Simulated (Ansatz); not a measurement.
# BiTe (Fm-3m): phonons and vibrational spectra, part 2 of 2

Wanted: phonon frequencies of BiTe (Fm-3m) and what follows from them.

Ansatz 0.2.0; DFT PBEsol, scalar-relativistic, plane waves, PAW; PAW set soft_1.

So far. Step 3 (Relaxing to small forces for the phonons): The forces vanish by symmetry and the pressure is 0.006 GPa, within the tolerances set. The cell now holds 32.68 Å³/atom. Step 4 (Zone-centre response): Before it was imposed, the acoustic sum rule was missed by 4.4e-5 eV/Å². Small misses are needed for a sound result but don't prove that mesh and cutoff are converged. The lowest optical mode is real, 98.5 cm⁻¹. The relaxed cell has a = 6.394 Å (conventional setting).

## (5) Response at finite wavevector

Stability and thermal properties need the whole zone. Linear response on a 4×4×4 q mesh gives force constants as far as a supercell of that size would.

The input, input.yaml:

```yaml
crystal:
  lattice:
    - [0.0, 3.1971893407, 3.1971893407]
    - [3.1971893407, 0.0, 3.1971893407]
    - [3.1971893407, 3.1971893407, 0.0]
  atoms:
    - { symbol: Bi, position: [0.0, 0.0, 0.0] }
    - { symbol: Te, position: [0.5, 0.5, 0.5] }
kpoints:
  mp_grid: { grid: [12, 12, 12] }
hamiltonian:
  xc: pbesol
  pseudopotentials: { kind: paw, azcp: { folder: soft_1 }, xc_functional: pbe }
scf:
  occupations: { method: methfessel_paxton, width: 0.2 }
output:
  eigenvalues: true
phonons:
  method: dfpt
  qmesh: [4, 4, 4]
  temperatures: { t_max: 1000, t_step: 50 }
  qpath:
    path:
      - [[0.0, 0.0, 0.0], [0.5, 0.0, 0.5], [0.625, 0.25, 0.625]]
      - [[0.375, 0.375, 0.75], [0.0, 0.0, 0.0], [0.5, 0.5, 0.5], [0.5, 0.25, 0.75], [0.5, 0.0, 0.5]]
    npoints: 10
```

Started as:

```sh
$ ansatz run input.yaml --threads 4 --pin off --max-ram 10240MiB --backend cpu --events-out ev --progress --plain --runs-dir out
```

Numbers of over 12 decimals in the logs are rounded to 6 here.

The log of the run:

```text
[...]
Crystal: 2 atoms, lattice volume = 65.363 Å³
Basis set: ecut = 420 eV, 1243 PW (Γ), exchange–correlation on 64×64×64 points (8 copies of the dense FFT grid, shifted against one another)
Bands: 20, of which v1, the nominal top of the filled ones, is band 16 counted from 1 (15 counted from 0)
Symmetry: 48 space group operations
k-points: 72 of 1728
[...]
SCF iter   1: F=—  HF=-19146.234622 eV  |F-HF|=—  |Δ(HF+E_count)|=         —  Δρ=9.38e-3  dr2=5.33e-2  ethr=3.10e-3  ⟨swp⟩=6.7  Hψ=7625  notcnv=0
[...]
SCF iter  10: F=-19146.226756 eV  HF=-19146.226756 eV  |F-HF|=3.64e-12  |Δ(HF+E_count)|=  1.82e-11  S|Δr|=    0.00e0  Δρ=6.05e-8  dr2=1.96e-12  ethr=1.00e-12  ⟨swp⟩=9.0  Hψ=8065  notcnv=0
SCF 1 converged in 10 iterations: F = -19146.226756 eV  dr2 = 1.96e-12
[...]
phonons: the bands overlap, so this run is a metal and interpolates without the dipole-dipole term. If the crystal is really an insulator or semiconductor, its LO-TO splitting is missing
NSCF: frozen V_eff on 72 k-points
WARN: eigensolver did not converge in 20 slots of this pass, the one above among them; of largest residual over every band (k=42): 1 band(s) unlocked (lowest unlocked band 19, counted from 0; max residual 2.88e-4 eV among the unlocked bands, 2.88e-4 eV over every band); of lowest unlocked band (k=11): band 19
[...]
DFPT response loops at q = (0, 0, 0) (fractional): preconditioner auto → Kerker (q_TF=auto, 2.409 Å⁻¹) (partly filled bands, converged f_vac=0.005); β = 1.00, the filter's whole step (`scf.mixing.beta` (0.50) is not read by the response loops under this deck's `scf.mixing.preconditioner`; to damp them name `kerker` or `kerker_dos`, under which they read `scf.mixing.beta`, and type it under 1.00, their step now; both keys bind the ground state too); Broyden in place of MSR1
[...]
SCF converged after 10 iterations
[...]
Free energy (F): -19146.226756 eV
[...]
Internal energy: -19146.229288 eV  (E = F + TS)
E sigma→0 (E₀):  -19146.227389 eV
Entropy (-TS):   0.002532 eV (1.266 meV/atom)
Fermi energy:    10.194783 eV
[...]
--- Band table (eV; the first three rows and the last of 72) ---
  k-point 0: bands = [... 12 lower, 7.5859, 7.5859, 7.5859, 12.4397, 12.4397, 12.4397, 14.8173, 14.8173]
  k-point 1: bands = [... 12 lower, 7.6062, 7.6062, 7.6623, 12.1082, 12.1694, 12.1694, 14.6887, 14.9480]
  k-point 2: bands = [... 12 lower, 7.6701, 7.6701, 7.8472, 11.4135, 11.5556, 11.5556, 14.6470, 15.3259]
  k-point 71: bands = [... 12 lower, 5.0195, 5.0195, 8.6187, 9.9460, 14.2509, 14.2509, 15.3793, 15.3793]
--- Phonons (Γ-DFPT): 2 representative perturbations + reference (Σ response iterations 6) ---
  ASR residual: 5.818e-5 → 0.000e0 eV/Å²; symmetrization residual: 2.923e-5 eV/Å²
  ASR residual per site (eV/Å²): 9.59e-6 5.82e-5
  Γ frequencies (cm⁻¹): 0.00 0.00 0.00 98.53 98.53 98.53
--- Phonons (arbitrary-q DFPT): 8 irreducible q on the 4×4×4 mesh ---
  q = [0.0000, 0.0000, 0.0000] (star 1, of the zone-centre solve; hermiticity 2.07e-5, symmetrization 3.83e-12): -0.00 -0.00 -0.00 98.53 98.53 98.53
  q = [0.0000, 0.0000, 0.2500] (star 8, 2 solved perturbations on 936 of 1728 k-point pairs; hermiticity 5.37e-5, symmetrization 1.11e-11): 42.84 42.84 53.51 73.79 73.79 103.98
[...]
q = [0.0000, 0.2500, 0.2500] (star 6, 4 solved perturbations in 1608 linear systems a pass and spin channel, the states on 510 of 1728 k-point pairs; hermiticity 4.18e-5, symmetrization 7.99e-13): 11.19 11.19 73.22 89.11 89.11 99.85
[...]
sum rule: each row above includes the acoustic sum rule's correction from the zone centre's row sums; it moved no ω² by more than (0.35 cm⁻¹)²
  mesh force constants: q→R imaginary residual 2.85e-18; ASR residual 5.818e-5 → 0.000e0 eV/Å²; symmetrization residual 2.220e-15 eV/Å²
  interpolated dispersion: 62 rows × 6 modes
  density of states and harmonic sums: on the 20×20×20 q-mesh, interpolated from the force constants of a 4×4×4 supercell (no non-analytic term)
  largest difference from the sums on the solved wave vectors: F 6.12e-4 eV, S 2.79e-6 and C_V 1.72e-6 eV/K
  zero-point energy: 0.024956 eV/cell   skipped modes (ω ≤ 0): 52, of them read as no rigid motion or as one in doubt: 49 (1.208e-1 modes/cell left out, lowest -22.87 cm⁻¹)   left out of the sums: 2.02e-2 of the cell's modes: C_V's classical limit lies that fraction below 3 k_B per atom; for a crystal, a wire or a layer, F and S can be off by more, and a phonons.interpolated_qmesh denser along its periods is the remedy for the sampling
```

The job ended after 8.1 min (4 threads of Arm Neoverse V1, shared host; peak memory 4.8 GiB).

This step gave:

```
sum-rule residual before enforcement                    : 5.82e-5 eV/Å²
lowest frequency on the path                            : -22.87 cm⁻¹
highest frequency on the path or at a solved wavevector : 111.4 cm⁻¹
lowest mode on the q mesh (acoustic modes at Γ apart)   : -22.87 cm⁻¹
```

Frequencies (cm⁻¹) solved at each irreducible wavevector; negative means imaginary. Frequencies by wavevector, by row:

| q in reciprocal lattice units | star | mode 1 | mode 2 | mode 3 | mode 4 | mode 5 | mode 6 |
| --- | --- | --- | --- | --- | --- | --- | --- |
| 0 0 0 | 1 | 0 | 0 | 0 | 98.5 | 98.5 | 98.5 |
| 0 0 0.25 | 8 | 42.8 | 42.8 | 53.5 | 73.8 | 73.8 | 104 |
| 0 0 -0.5 | 4 | 66.4 | 66.4 | 89 | 93.6 | 93.6 | 111.4 |
| 0 0.25 0.25 | 6 | 11.2 | 11.2 | 73.2 | 89.1 | 89.1 | 99.8 |
| 0 0.25 -0.5 | 24 | 48.7 | 51.4 | 59.8 | 77.7 | 81.2 | 94.7 |
| 0 0.25 -0.25 | 12 | 12.1 | 65.5 | 72.4 | 81.8 | 91.5 | 103.7 |
| 0 -0.5 -0.5 | 3 | -22.9 | -22.9 | 31.3 | 65.6 | 65.6 | 72.2 |
| 0.25 -0.5 -0.25 | 6 | 25.8 | 25.8 | 71.8 | 71.8 | 75.4 | 96.4 |

Interpolated from a 4×4×4 q mesh. Phonon branches along the path, in cm⁻¹:

| point | branch 1 | branch 2 | branch 3 | branch 4 | branch 5 | branch 6 |
| --- | --- | --- | --- | --- | --- | --- |
| Γ | 0 | 0 | 0 | 98 | 98 | 98 |
| halfway | 11 | 11 | 73 | 89 | 89 | 100 |
| X | -23 | -23 | 31 | 66 | 66 | 72 |
| halfway | 24 | 28 | 30 | 65 | 70 | 72 |
| U | 22 | 54 | 60 | 71 | 73 | 84 |
| jump to K | 22 | 54 | 60 | 71 | 73 | 84 |
| halfway | -10 | 58 | 72 | 74 | 83 | 104 |
| Γ | 0 | 0 | 0 | 98 | 98 | 98 |
| halfway | 43 | 43 | 54 | 74 | 74 | 104 |
| L | 66 | 66 | 89 | 94 | 94 | 111 |
| halfway | 54 | 56 | 70 | 83 | 84 | 104 |
| W | 26 | 26 | 72 | 72 | 75 | 96 |
| halfway | -7 | 28 | 56 | 64 | 73 | 77 |
| X | -23 | -23 | 31 | 66 | 66 | 72 |

The phonon branches as a text plot (rows in cm⁻¹):

```
    109 |                                     ********
    103 |                    *******      ****        **
     97 |********           *       ******              ****
     92 |  *****           ****     *    *      *****
     86 |       **        *    *  **      *    ***** **     *
     81 |        ***     * *********       *  **    * ***    *
     75 |      ** ***  **********           ***      *  ********
     69 |        *  **** ***    *                     *******  **
     64 |    **      ****   ****             * ******        ****
     58 |         **      **    **            *     ***
     53 |   *            **                 **        **
     47 |               *        ***                   *      *
     41 |           *   *                  **           *
     36 |  *                      **
     30 |            ***            *     **             *    ***
     25 |              ****         *     *               ****
     19 | *                **            *                  *
     13 |      *             **      *   *                   * *
      8 |    ** *              *        *
      2 |*                            **
     -3 |        *
     -9 | ***                   *    *
    -15 |         **  *          ****                         *
    -20 |           ***                                        **
         Γ           X  U|K            Γ         L        W     X
```

Tetrahedra on a 20×20×20 mesh, mean over bins of 2 cm-1. Interpolated from a 4×4×4 q mesh. Table of phonon density of states by wavenumber; read off at these points:

| wavenumber (cm⁻¹) | phonon density of states (1/cm⁻¹/cell) |
| --- | --- |
| -23.0 | 1.0e-5 |
| -19.0 | 0.00111 |
| -13.0 | 0.00402 |
| -9.0 | 0.00627 |
| -5.0 | 0.00642 |
| 1.0 | 0.00801 |
| 5.0 | 0.0100 |
| 9.0 | 0.0136 |
| 13.0 | 0.0172 |
| 19.0 | 0.0225 |
| 23.0 | 0.0283 |
| 27.0 | 0.0334 |
| 33.0 | 0.0327 |
| 37.0 | 0.0325 |
| 41.0 | 0.0336 |
| 47.0 | 0.0382 |
| 51.0 | 0.0434 |
| 55.0 | 0.0513 |
| 61.0 | 0.0725 |
| 63.0 | 0.0822 |
| 65.0 | 0.0693 |
| 69.0 | 0.0943 |
| 73.0 | 0.154 |
| 75.0 | 0.115 |
| 77.0 | 0.130 |
| 79.0 | 0.125 |
| 83.0 | 0.105 |
| 87.0 | 0.0995 |
| 93.0 | 0.0369 |
| 97.0 | 0.0333 |
| 101.0 | 0.0736 |
| 103.0 | 0.0927 |
| 107.0 | 0.0340 |
| 111.0 | 0.00468 |

The partial phonon density of states has structure finer than the step of the table below, so its rows give means over 5 cm⁻¹, whole bins alone (the curve runs from -31.3 to 124 cm⁻¹). Peaks (cm⁻¹: height): Bi 72.6: 0.0860; Te 29.5: 0.0206, 85.3: 0.0685, 102.9: 0.0660.

Phonopy on the run's constants, 15x15x15 mesh, Gaussian sigma 2.0 cm-1. Interpolated from a 4×4×4 q mesh. The partial phonon density of states by wavenumber; means over each step; values in 1/cm⁻¹/cell:

| wavenumber (cm⁻¹) | Bi | Te |
| --- | --- | --- |
| -25 | 5.3e-5 | 1.6e-4 |
| -20 | 4.4e-4 | 0.00109 |
| -15 | 0.00187 | 0.00240 |
| -10 | 0.00321 | 0.00345 |
| -5 | 0.00239 | 0.00262 |
| 0 | 0.00238 | 0.00242 |
| 5 | 0.00495 | 0.00524 |
| 10 | 0.00685 | 0.00745 |
| 15 | 0.0105 | 0.0114 |
| 20 | 0.00974 | 0.0112 |
| 25 | 0.0141 | 0.0159 |
| 30 | 0.0181 | 0.0193 |
| 35 | 0.0147 | 0.0137 |
| 40 | 0.0198 | 0.0141 |
| 45 | 0.0225 | 0.0128 |
| 50 | 0.0310 | 0.0113 |
| 55 | 0.0422 | 0.00923 |
| 60 | 0.0606 | 0.00706 |
| 65 | 0.0646 | 0.0132 |
| 70 | 0.0736 | 0.0363 |
| 75 | 0.0746 | 0.0569 |
| 80 | 0.0551 | 0.0622 |
| 85 | 0.0344 | 0.0674 |
| 90 | 0.0134 | 0.0587 |
| 95 | 0.00387 | 0.0339 |
| 100 | 0.00732 | 0.0529 |
| 105 | 0.00657 | 0.0521 |
| 110 | 0.00109 | 0.0148 |
| 115 | 2.7e-5 | 8.0e-4 |
| 120 | 0 | 1.4e-6 |

Second derivatives of the energy by pair, one row for each kind of neighbour of each atom listed. Each entry sums the pair over the periodic images of the supercell that the q mesh stands for, and in a polar crystal it holds the long-range dipole part too. Force constants by pair, by row:

| atom | neighbour | distance (Å) | third of the trace (eV/Å²) | along the pair's line (eV/Å²) |
| --- | --- | --- | --- | --- |
| Bi1 | itself | 0 | 3.206 | – |
| Bi1 | Te | 3.197 | -0.3638 | -0.8021 |
| Bi1 | Bi | 4.522 | -0.0057 | -0.2665 |
| Bi1 | Te | 5.538 | -0.0321 | -0.0065 |
| Bi1 | Bi | 6.394 | -0.123 | -0.3914 |
| Bi1 | Te | 7.149 | -0.0052 | 0.0287 |
| Te2 | itself | 0 | 2.886 | – |
| Te2 | Bi | 3.197 | -0.3638 | -0.8021 |
| Te2 | Te | 4.522 | 0.0456 | -0.1485 |
| Te2 | Bi | 5.538 | -0.0321 | -0.0065 |
| Te2 | Te | 6.394 | -0.2722 | -0.8075 |
| Te2 | Bi | 7.149 | -0.0052 | 0.0287 |

Symmetry leaves 8 wavevectors to solve. The lowest mode among them, the acoustic zeros apart, lies at q = (0, -0.5, -0.5) and is imaginary, 22.9i cm⁻¹, so the energy falls along it.

## (6) Another isotope

An isotope changes the mass and not the force constants, so no new electronic calculation is needed; the shifts show which modes move this element.

The same force constants with the mass of Te changed from 127.600 to 129.906 u (phonopy, no LO-TO term). Both lists are sorted by frequency; levels can cross, so a row need not hold one and the same mode. Modes under 3 cm⁻¹ are left out. Isotope shifts, by row:

| q | rank | natural mass (cm⁻¹) | changed mass (cm⁻¹) |
| --- | --- | --- | --- |
| 0 0 0 | 4 | 98.53 | 97.98 |
| 0 0 0 | 5 | 98.53 | 97.98 |
| 0 0 0 | 6 | 98.53 | 97.98 |
| 0 0 0.25 | 1 | 42.84 | 42.74 |
| 0 0 0.25 | 2 | 42.84 | 42.74 |
| 0 0 0.25 | 3 | 53.51 | 53.36 |
| 0 0 0.25 | 4 | 73.79 | 73.32 |
| 0 0 0.25 | 5 | 73.79 | 73.32 |
| 0 0 0.25 | 6 | 104 | 103.3 |
| 0 0 -0.5 | 1 | 66.44 | 66.44 |
| 0 0 -0.5 | 2 | 66.44 | 66.44 |
| 0 0 -0.5 | 3 | 88.98 | 88.98 |
| 0 0 -0.5 | 4 | 93.57 | 92.74 |
| 0 0 -0.5 | 5 | 93.57 | 92.74 |
| 0 0 -0.5 | 6 | 111.4 | 110.4 |
| 0 0.25 0.25 | 1 | 11.19 | 11.14 |
| 0 0.25 0.25 | 2 | 11.19 | 11.14 |
| 0 0.25 0.25 | 3 | 73.22 | 73.18 |
| 0 0.25 0.25 | 4 | 89.11 | 88.68 |
| 0 0.25 0.25 | 5 | 89.11 | 88.68 |
| 0 0.25 0.25 | 6 | 99.85 | 99.02 |

A mode of this element alone would shift by -0.89 %. The highest zone-centre frequency without the field goes from 98.5 to 98.0 cm⁻¹ (-0.6 %). The product of the frequency ratios over all optical modes at Γ is 0.983; the product rule, (m/m′)^(3k/2) (M′/M)^(3/2) with k = 1 such atoms and M the mass of the cell, gives 0.984.

## (7) Results

- space group after relaxation (within 0.01 Å): Fm-3m
- volume per atom: 32.7 Å³
- electronic character: no gap on this mesh
- highest optical mode at the zone centre (no LO-TO term): 98.5 cm⁻¹
- lowest optical zone-centre mode: 98.5 cm⁻¹
- lowest mode on the q mesh (acoustic modes at Γ apart): -22.9 cm⁻¹
- highest frequency on the path or at a solved wavevector: 111 cm⁻¹
- imaginary modes on the 4×4×4 q mesh: yes

In words: Modes are clearly imaginary (beyond 10i cm⁻¹) at 1 of the 8 irreducible wavevectors, most at q = (0, -0.5, -0.5) (22.9i cm⁻¹), so this structure is not a minimum of the energy. The optical modes at Γ form one degenerate level at 99 cm⁻¹. With no gap, or one that is small against the smearing, the frequencies hang on the k mesh and the smearing, most of all near Kohn anomalies. The phonon runs are without spin polarisation, although the cell has an odd electron count. Spin-orbit coupling is left out, which can matter for the heavy elements here. The PAW files were made for PBE and serve the other functionals too. A phonon run warned that its eigensolver left some bands unconverged in a pass. These are harmonic frequencies at zero temperature: anharmonic shifts, linewidths and thermal expansion are left out.

[Logs are printed without paths, hosts, clocks, repeated set-up lines and the standing remarks that a program may print on its own settings, such as how far it seeks lower states.]

[Hosts, paths, dates, database ids (printed as entryN), source tags and the programs' standing remarks are cut or masked in the printed files.]
